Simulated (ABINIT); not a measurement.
## A GW chain in ABINIT: KZnF3 (Pm-3m)

Aim: the G0W0 gap of KZnF3 (Pm-3m) on LDA, step by step.

Program: ABINIT 10.8.3. Level of theory: LDA and many-body steps on it, plane waves. Results are calculated unless marked as measured.

### 1. The structure

The structure is cubic, space group Pm-3m (No. 221). The conventional cell has a = 4.050 Å, b = 4.050 Å, c = 4.050 Å, α = 90.00°, β = 90.00°, γ = 90.00°. Nearest to K lie 12 F at 2.86 Å. Zn has 6 F at 2.03 Å nearest. Nearest to F lie 2 Zn at 2.03 Å and 4 K at 2.86 Å. Farther neighbours and most contacts between anions are not listed.

The cell and positions come from the Crystallography Open Database and are kept as given unless a step says otherwise.

### 2. Ground state

This step: ABINIT 10.8.3; DFT, LDA, plane waves, norm-conserving pseudopotentials.

The ground-state density comes first.

Input file run.abi:

```
acell 3*1.0 Angstrom
rprim 
  4.050000000000 0.000000000000 0.000000000000
  0.000000000000 4.050000000000 0.000000000000
  0.000000000000 0.000000000000 4.050000000000
ntypat 3
znucl 19 30 9
natom 5
typat 1 2 3 3 3
xred 
  0.000000000000 0.000000000000 0.000000000000
  0.500000000000 0.500000000000 0.500000000000
  0.500000000000 0.500000000000 0.000000000000
  0.000000000000 0.500000000000 0.500000000000
  0.500000000000 0.000000000000 0.500000000000
pp_dirpath "pseudos"
pseudos "K.upf, Zn.upf, F.upf"
ecut 36
ngkpt 6 6 6
nshiftk 1
shiftk 0 0 0
kptopt 1
chksymbreak 0
nband 31
occopt 1
tolvrs 1e-10
nstep 60
prtwf 0
optforces 0
optstress 0
indata_prefix "in"
outdata_prefix "out"
tmpdata_prefix "tmp"
```

On the command line:

```
OMP_NUM_THREADS=1 mpirun -n 4 abinit run.abi > log
```

Numbers of over 12 decimals in the logs are rounded to 6 here.

Log:

```text
.Version 10.8.3 of ABINIT. v10.8.2 released Aug 2026.

 Symmetries : space group Pm -3 m (#221); Bravais cP (primitive cubic)
================================================================================
 Values of the parameters that define the memory need of the present run
     intxc =       0    ionmov =       0      iscf =       7    lmnmax =       6
     lnmax =       6     mgfft =      45  mpssoang =       3    mqgrid =    3001
     natom =       5  nloc_mem =       1    nspden =       1   nspinor =       1
    nsppol =       1      nsym =      48    n1xccc =    2501    ntypat =       3
    occopt =       1   xclevel =       1
-    mband =          31        mffmem =           1         mkmem =           5
       mpw =        4653          nfft =       91125          nkpt =          20
================================================================================
  Rough estimation (10% accuracy) of disk space for files :
================================================================================

--------------------------------------------------------------------------------
------------- Echo of variables that govern the present computation ------------
--------------------------------------------------------------------------------
 -outvars: echo values of preprocessed input variables --------
            acell      1.8897261259E+00  1.8897261259E+00  1.8897261259E+00 Bohr

      chksymbreak           0
             ecut      3.60000000E+01 Hartree
-          fftalg         312

              ixc       -1012
              kpt      0.00000000E+00  0.00000000E+00  0.00000000E+00
                       1.66666667E-01  0.00000000E+00  0.00000000E+00
                       3.33333333E-01  0.00000000E+00  0.00000000E+00
                       5.00000000E-01  0.00000000E+00  0.00000000E+00
                       1.66666667E-01  1.66666667E-01  0.00000000E+00
                       3.33333333E-01  1.66666667E-01  0.00000000E+00
                       5.00000000E-01  1.66666667E-01  0.00000000E+00
                       3.33333333E-01  3.33333333E-01  0.00000000E+00
                       5.00000000E-01  3.33333333E-01  0.00000000E+00
   [... 9 further rows ...]
                       5.00000000E-01  5.00000000E-01  3.33333333E-01
                       5.00000000E-01  5.00000000E-01  5.00000000E-01
         kptrlatt        6    0    0      0    6    0      0    0    6
          kptrlen      4.59203449E+01
P           mkmem           5
            natom           5
            nband          31
            ngfft          45      45      45
             nkpt          20
            nstep          60
             nsym          48
           ntypat           3
              occ      2.000000  2.000000  2.000000  2.000000  2.000000  2.000000
                       2.000000  2.000000  2.000000  2.000000  2.000000  2.000000
                       2.000000  2.000000  2.000000  2.000000  2.000000  2.000000
                       2.000000  2.000000  2.000000  2.000000  2.000000  2.000000
                       2.000000  0.000000  0.000000  0.000000  0.000000  0.000000
                       0.000000
        optforces           0
        optstress           0
            prtwf           0
            rprim      4.0500000000E+00  0.0000000000E+00  0.0000000000E+00
[...]
spgroup         221

           tolvrs      1.00000000E-10

             xred      0.0000000000E+00  0.0000000000E+00  0.0000000000E+00
[...]
znucl       19.00000   30.00000    9.00000

================================================================================

 chkinp: Checking input parameters for consistency.

================================================================================
== DATASET  1 ==================================================================
-   mpi_nproc: 4, omp_nthreads: 1 (-1 if OMP is not activated)

--- !DatasetInfo
iteration_state: {dtset: 1, }
dimensions: {natom: 5, nkpt: 20, mband: 31, nsppol: 1, nspinor: 1, nspden: 1, mpw: 4653, }
cutoff_energies: {ecut:  36.0, pawecutdg:  -1.0, }
electrons: {nelect:   5.00000000E+01, charge:   0.00000000E+00, occopt:   1.00000000E+00, tsmear:   1.00000000E-02, }

 Real(R)+Recip(G) space primitive vectors, cartesian coordinates (Bohr,Bohr^-1):
 R(1)=  7.6533908  0.0000000  0.0000000  G(1)=  0.1306610  0.0000000  0.0000000
 R(2)=  0.0000000  7.6533908  0.0000000  G(2)=  0.0000000  0.1306610  0.0000000
 R(3)=  0.0000000  0.0000000  7.6533908  G(3)=  0.0000000  0.0000000  0.1306610
 Unit cell volume ucvol=  4.4829270E+02 bohr^3
 Angles (23,13,12)=  9.00000000E+01  9.00000000E+01  9.00000000E+01 degrees

 getcut: wavevector=  0.0000  0.0000  0.0000  ngfft=  45  45  45
         ecut(hartree)=     36.000   => boxcut(ratio)=   2.12854

--- Pseudopotential description ------------------------------------------------
- K Generated using ONCVPSP code by D. R. Hamann
- 19.00000   9.00000  180309                  znucl, zion, pspdat
12 -1012 2 -1 2170                            pspcod,pspxc,lmax,lloc,mmax
     nproj     2     2     2
  pspatm : epsatm=    8.21740868
         --- l  ekb(1:nproj) -->
[...]
pspatm: atomic psp has been read  and splines computed

- Zn Generated using ONCVPSP code by D. R. Hamann
- 30.00000  20.00000  180309                  znucl, zion, pspdat
12 -1012 2 -1 1296                            pspcod,pspxc,lmax,lloc,mmax
     nproj     2     2     2
  pspatm : epsatm=   26.73031766
         --- l  ekb(1:nproj) -->
[...]
pspatm: atomic psp has been read  and splines computed

- F Generated using ONCVPSP code by D. R. Hamann
-  9.00000   7.00000  201202                  znucl, zion, pspdat
12 -1012 2 -1 824                             pspcod,pspxc,lmax,lloc,mmax
     nproj     2     2     1
  pspatm : epsatm=    4.94580260
         --- l  ekb(1:nproj) -->
[...]
2   -2.364936
 pspatm: atomic psp has been read  and splines computed

   2.48925671E+03                                ecore*ucvol(ha*bohr**3)
--------------------------------------------------------------------------------

_setup2: Arith. and geom. avg. npw (full set) are    4622.745    4622.720

================================================================================

--- !BeginCycle
iteration_state: {dtset: 1, }
solver: {iscf: 7, nstep: 60, nline: 4, wfoptalg: 0, }
tolerances: {tolvrs: 1.00E-10, }

     iter   Etot(hartree)      deltaE(h)  residm     vres2
 ETOT  1  -310.53356137766    -3.105E+02 2.964E-01 4.027E+03
 ETOT  2  -311.77448811128    -1.241E+00 3.123E-02 4.410E+03
 ETOT  3  -312.71263083447    -9.381E-01 5.375E-02 6.258E+02
 ETOT  4  -312.75499574375    -4.236E-02 8.028E-03 3.443E+02
 ETOT  5  -312.77311291974    -1.812E-02 6.558E-03 1.655E+02
 ETOT  6  -312.78766854589    -1.456E-02 2.142E-03 4.398E+01
 ETOT  7  -312.79233177459    -4.663E-03 2.073E-03 7.373E-03
 ETOT  8  -312.79233805352    -6.279E-06 1.794E-03 5.824E-03
 ETOT  9  -312.79233856930    -5.158E-07 1.321E-03 1.160E-03
 ETOT 10  -312.79233871907    -1.498E-07 8.599E-04 1.954E-06
 ETOT 11  -312.79233871956    -4.857E-10 1.339E-03 1.889E-07
 ETOT 12  -312.79233871962    -5.576E-11 1.080E-03 5.063E-09
 ETOT 13  -312.79233871960     1.086E-11 7.781E-04 5.734E-11

 At SCF step   13       vres2   =  5.73E-11 < tolvrs=  1.00E-10 =>converged.

--- !ResultsGS
iteration_state: {dtset: 1, }
comment   : Summary of ground state results
lattice_vectors:
- [  7.6533908,   0.0000000,   0.0000000, ]
- [  0.0000000,   7.6533908,   0.0000000, ]
- [  0.0000000,   0.0000000,   7.6533908, ]
lattice_lengths: [   7.65339,    7.65339,    7.65339, ]
lattice_angles: [ 90.000,  90.000,  90.000, ] # degrees, (23, 13, 12)
lattice_volume:   4.4829270E+02
convergence: {deltae:  1.086E-11, res2:  5.734E-11, residm:  7.781E-04, diffor:  0.000E+00, }
etotal    :  -3.12792339E+02
entropy   :   0.00000000E+00
fermie    :   5.79883345E-02
cartesian_stress_tensor: null
pressure_GPa: null
xred      :
- [  0.0000E+00,   0.0000E+00,   0.0000E+00,  K]
- [  5.0000E-01,   5.0000E-01,   5.0000E-01, Zn]
- [  5.0000E-01,   5.0000E-01,   0.0000E+00,  F]
- [  0.0000E+00,   5.0000E-01,   5.0000E-01,  F]
- [  5.0000E-01,   0.0000E+00,   5.0000E-01,  F]
cartesian_forces: null
force_length_stats: {min: null, max: null, mean: null, }

 Integrated electronic density in atomic spheres:
 ------------------------------------------------
 Atom  Sphere_radius  Integrated_density
[...]
================================================================================

 ----iterations are completed or convergence reached----

 Mean square residual over all n,k,spin=   39.557E-07; max=  77.810E-05
 reduced coordinates (array xred) for    5 atoms
       0.000000000000      0.000000000000      0.000000000000
       0.500000000000      0.500000000000      0.500000000000
       0.500000000000      0.500000000000      0.000000000000
       0.000000000000      0.500000000000      0.500000000000
       0.500000000000      0.000000000000      0.500000000000
 rms dE/dt=  0.0000E+00; max dE/dt=  0.0000E+00; dE/dt below (all hartree)
    1       0.000000000000      0.000000000000      0.000000000000
    2       0.000000000000      0.000000000000      0.000000000000
    3       0.000000000000      0.000000000000      0.000000000000
    4       0.000000000000      0.000000000000      0.000000000000
    5       0.000000000000      0.000000000000      0.000000000000

 cartesian coordinates (angstrom) at end:
    1      0.000000     0.000000     0.000000
    2      2.025000     2.025000     2.025000
    3      2.025000     2.025000     0.000000
    4      0.000000     2.025000     2.025000
    5      2.025000     0.000000     2.025000
 length scales=  1.889726125908  1.889726125908  1.889726125908 bohr
              =  1.000000000000  1.000000000000  1.000000000000 angstroms
 prteigrs : about to open file out_EIG
 Fermi (or HOMO) energy (hartree) =   0.05799   Average Vxc (hartree)=  -0.39668
 Eigenvalues (hartree) for nkpt=  20  k points:
 kpt#   1, nband= 31, wtk=  0.00463, kpt=  0.0000  0.0000  0.0000 (reduced coord)
  -4.41030   -2.74294   -2.74294   -2.74294   -0.91364   -0.71437   -0.68987   -0.68987
  -0.31435   -0.31435   -0.31435   -0.09118   -0.09118   -0.09118   -0.07225   -0.07225
  -0.07225   -0.05912   -0.05912   -0.01185   -0.01185   -0.01185   -0.00439   -0.00439
  -0.00439    0.19528    0.37504    0.37504    0.39610    0.46386    0.46386
 prteigrs : prtvol=0 or 1, do not print more k-points.

--- !EnergyTerms
iteration_state     : {dtset: 1, }
comment             : Components of total free energy in Hartree
kinetic             :  1.51372383152334E+02
hartree             :  1.22547538114097E+02
xc                  : -4.46668779229070E+01
Ewald energy        : -1.66106594764078E+02
psp_core            :  5.55274863810579E+00
local_psp           : -3.29276909130707E+02
non_local_psp       : -5.22146268064490E+01
total_energy        : -3.12792338719605E+02
total_energy_eV     : -8.51151314368289E+03
band_energy         : -3.45539911517824E+01

== END DATASET(S) ==============================================================
================================================================================

 -outvars: echo values of variables after computation  --------
           etotal     -3.1279233872E+02
            nband          31
             nkpt          20
          spgroup         221
 [... the other variables as echoed above ...]

 Calculation completed.
```

Run time: 43 s. Hardware: 4 MPI ranks of Arm Neoverse V1, shared host; peak memory 0.35 GiB.

Numbers from this step:

```
total energy               : -8511.5131 eV
gap                        : 3.736 eV
k of the valence top       : 0.5, 0.5, 0.5
k of the conduction bottom : 0, 0, 0
least direct gap           : 5.433 eV
```

The gap is indirect, with the least direct gap 1.70 eV higher.

[end of part 1 of 3]

[Paths, hosts, dates, memory and timing lines, banners, echoed tables and standing remarks are left out of the program output.]

[Logs are printed without paths, hosts, clocks, repeated set-up lines and the standing remarks that a program may print on its own settings, such as how far it seeks lower states.]

[Runs of the session that timed out or met a known fault of the program may be left out.]

[Hosts, paths, dates, database ids (printed as entryN), source tags and the programs' standing remarks are cut or masked in the printed files.]

[G0W0 gaps are taken among the corrected bands and points alone; a level outside them can change the order at an edge.]

[Where Ansatz stands beside ABINIT at settings called matched, ABINIT's density can come from a denser mesh and the files from another edition; pairs whose starting gaps differed by over 0.03 eV were left out, so agreement reads better than it is.]
